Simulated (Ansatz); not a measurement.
AsPb (Pm-3m): the Drude term of Re ε in the infrared

Re ε of AsPb (Pm-3m) at low photon energies is read from one computed spectrum; the carriers' damping was typed as γ = 0.03 eV.

The structure is cubic, space group Pm-3m (No. 221). Conventional cell: a = 3.721 Å, b = 3.721 Å, c = 3.721 Å, α = 90.00°, β = 90.00°, γ = 90.00°. Pb on site b is surrounded by 8 As at 3.22 Å. As on site a is surrounded by 8 Pb at 3.22 Å.

Method: Ansatz 0.2.0, PBE, independent particles, k-mesh 11×11×11 with interpolation inside its cells, Gaussian parameter 0.1 eV.

Launch of the response step: `ansatz run input.yaml --threads 2 --pin off --max-ram 5120MiB --backend cpu --events-out ev --progress --plain --runs-dir out`. The run took 54 s, on 2 threads of Arm Neoverse V2, on a shared host.

| photon energy E (eV) | wavelength (µm) | Re ε |
| --- | --- | --- |
| 0.25 | 4.96 | -1138.2 |
| 0.30 | 4.13 | -803.0 |
| 0.35 | 3.54 | -584.2 |
| 0.40 | 3.10 | -436.6 |
| 0.50 | 2.48 | -263.4 |
| 0.60 | 2.07 | -175.9 |
| 0.70 | 1.77 | ? |

A Drude term over a constant background gives Re ε = ε_b − ωp²/(E² + γ²), linear in 1/(E² + γ²).

Working, on the rows shown:

| x = 1/(E² + γ²) (eV⁻²) | y = Re ε |
| --- | --- |
| 15.7729 | -1138.2 |
| 11.0011 | -803 |
| 8.10373 | -584.2 |
| 6.21504 | -436.6 |
| 3.98565 | -263.4 |
| 2.77085 | -175.9 |

Means: x̄ = 7.9749, ȳ = -566.88. Σ(x − x̄)(y − ȳ) = -8647, Σ(x − x̄)² = 116.1. Slope = -8647 / 116.1 = -74.49; intercept = ȳ − slope · x̄ = 27.166. The line misses the rows shown by at most 11.

Predict the last column of the withheld row from the fit.

At x = 2.0371 the line gives y = -124.58. The run gave -130.9, so the extrapolation is off by 6.3, 0.6 % of the range in the table.

Refitted with all rows, the slope is -74.27 and the intercept 24.694. These give ωp = √(−slope) = 8.62 eV, against 8.46 eV from the program's Fermi-surface sum, and an intercept of 24.7. Taking the program's Drude term off the rows leaves -10 at the lowest energy and 15 at the highest, so the background isn't constant: interband transitions lie in or near the window, and neither fitted number can be trusted. The structure is a model and need not exist. The values come from a sum over the points of one k-mesh and carry its error, which is largest for Fermi-surface quantities. Spin-orbit coupling is left out.
